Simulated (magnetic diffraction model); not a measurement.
# Solving a magnetic structure from powder neutron data: TmSbO₃

Space group P6_3cm (no. 185), a = 6.5540 Å, c = 12.6950 Å.

```
site  atom    x       y       z
  2a    Tm    0       0  0.7665
  4b    Tm  2/3     1/3  0.7409
  6c    Sb    0  0.6741  0.5009
  6c     O    0  0.2938  0.1820
  6c     O    0  0.3792  0.8207
  2a     O    0       0  0.9495
  4b     O  2/3     1/3  0.5382
```

This is a made-up structure (elements placed in a structure type, unrelaxed), so the numbers test the method and describe no known phase.

Only Tm is taken to order (form factors of Tm3+); orders and moment sizes are assumed, and not adapted to the symmetry. Radiation: neutrons of λ = 1.594 Å, 3° to 35°; isotropic B of 0.38 Å² (Tm), 0.59 Å² (Sb) and 0.81 Å² (O). The intensities are simulated: I ∝ L Σ (|F_N|² + |F_M⊥|²) for unpolarised neutrons, with F_M = 2.695 fm/μB × Σ f(s) S exp(2πi Q·r) exp(−B s²) at Q = H ± k (one set where k and −k are equivalent), only the part normal to Q counting and L = 1/(sin²θ cos θ). For collinear order S is the moment m, which repeats by lattice and centring translations R with the sign exp(−2πi k·R). Form factors are spin-only for 3d ions and dipole or tabulated for f ions, scattering lengths are Sears's of 1992, and absorption is left out. A label names one of the reflections at its angle. The strongest nuclear line in the range is 100, and lines under 0.2 are left out.

Above the ordering temperature:

```tsv
2θ (°)	index	I
14.43	(0 0 2)	13.7
21.71	(1 0 2)	4.9
28.15	(1 1 0)	15.6
29.09	(0 0 4)	38.2
29.09	(1 1 1)	100.0
31.77	(1 1 2)	2.7
33.44	(1 0 4)	13.4
```

Below it (cell unchanged):

```tsv
2θ (°)	I
10.81	1.8
14.43	13.7
15.73	138.6
21.71	4.9
22.61	0.5
23.19	3.7
25.39	94.3
25.91	87.2
28.15	15.6
29.09	38.2
29.09	100.0
30.68	3.2
31.77	2.7
32.83	56.5
33.44	13.4
```

**Question.** Check that the new lines index with k = (1/2 1/2 0), then choose among these models:
A. collinear moments along [101], 5.8 μB on Tm; signs + at (0, 0, 0.7665), − at (0, 0, 0.2665), + at (2/3, 1/3, 0.7409), − at (1/3, 2/3, 0.2409), − at (2/3, 1/3, 0.2409), + at (1/3, 2/3, 0.7409)
B. collinear moments along [101], 5.8 μB on Tm; signs + at (0, 0, 0.7665), − at (0, 0, 0.2665), − at (2/3, 1/3, 0.7409), + at (1/3, 2/3, 0.2409), + at (2/3, 1/3, 0.2409), − at (1/3, 2/3, 0.7409)
C. collinear moments along [120], 5.8 μB on Tm; signs + at (0, 0, 0.7665), − at (0, 0, 0.2665), + at (2/3, 1/3, 0.7409), − at (1/3, 2/3, 0.2409), − at (2/3, 1/3, 0.2409), + at (1/3, 2/3, 0.7409)
D. collinear moments along [120], 5.8 μB on Tm; signs + at (0, 0, 0.7665), − at (0, 0, 0.2665), − at (2/3, 1/3, 0.7409), + at (1/3, 2/3, 0.2409), + at (2/3, 1/3, 0.2409), − at (1/3, 2/3, 0.7409)

The new lines index as (1/2 -1/2 1) at 10.81°, (1/2 1/2 1) at 15.73°, (3/2 -1/2 1) at 22.61° and (1/2 -1/2 3) at 23.19°, that is as H ± k with k = (1/2 1/2 0), one of 3 inequivalent arms of its star (k and −k counted as one), which a powder can't tell apart. Half indices mean that the moments reverse under translations with k·R a half-integer, and the magnetic cell has twice the primitive volume.

Magnetic intensity, observed (below minus above) and for each model:

| 2θ (°) | index | observed | A | B | C | D |
| --- | --- | --- | --- | --- | --- | --- |
| 10.81 | (1/2 -1/2 1) | 1.8 | 183.5 | 1.2 | 281.4 | 1.8 |
| 15.73 | (1/2 1/2 1) | 138.6 | 31.6 | 269.4 | 16.3 | 138.6 |
| 22.61 | (3/2 -1/2 1) | 0.5 | 114.5 | 0.7 | 81.7 | 0.5 |
| 23.19 | (1/2 -1/2 3) | 3.7 | 18.1 | 1.1 | 61.0 | 3.7 |
| 25.39 | (3/2 -3/2 1) | 94.3 | 11.4 | 96.8 | 11.1 | 94.3 |
| 25.91 | (1/2 1/2 3) | 87.2 | 8.2 | 47.8 | 14.9 | 87.2 |
| 30.24 | (3/2 1/2 1) | <0.2 | 66.1 | 0.4 | 24.3 | <0.2 |
| 32.83 | (3/2 -3/2 3) | 56.5 | 6.3 | 36.8 | 9.6 | 56.5 |

Model D matches.

The structure used: k = (1/2 1/2 0), collinear moments along [120], 5.8 μB on Tm; signs + at (0, 0, 0.7665), − at (0, 0, 0.2665), − at (2/3, 1/3, 0.7409), + at (1/3, 2/3, 0.2409), + at (2/3, 1/3, 0.2409), − at (1/3, 2/3, 0.7409).

[Logs are printed without paths, hosts, clocks, repeated set-up lines and the standing remarks that a program may print on its own settings, such as how far it seeks lower states.]
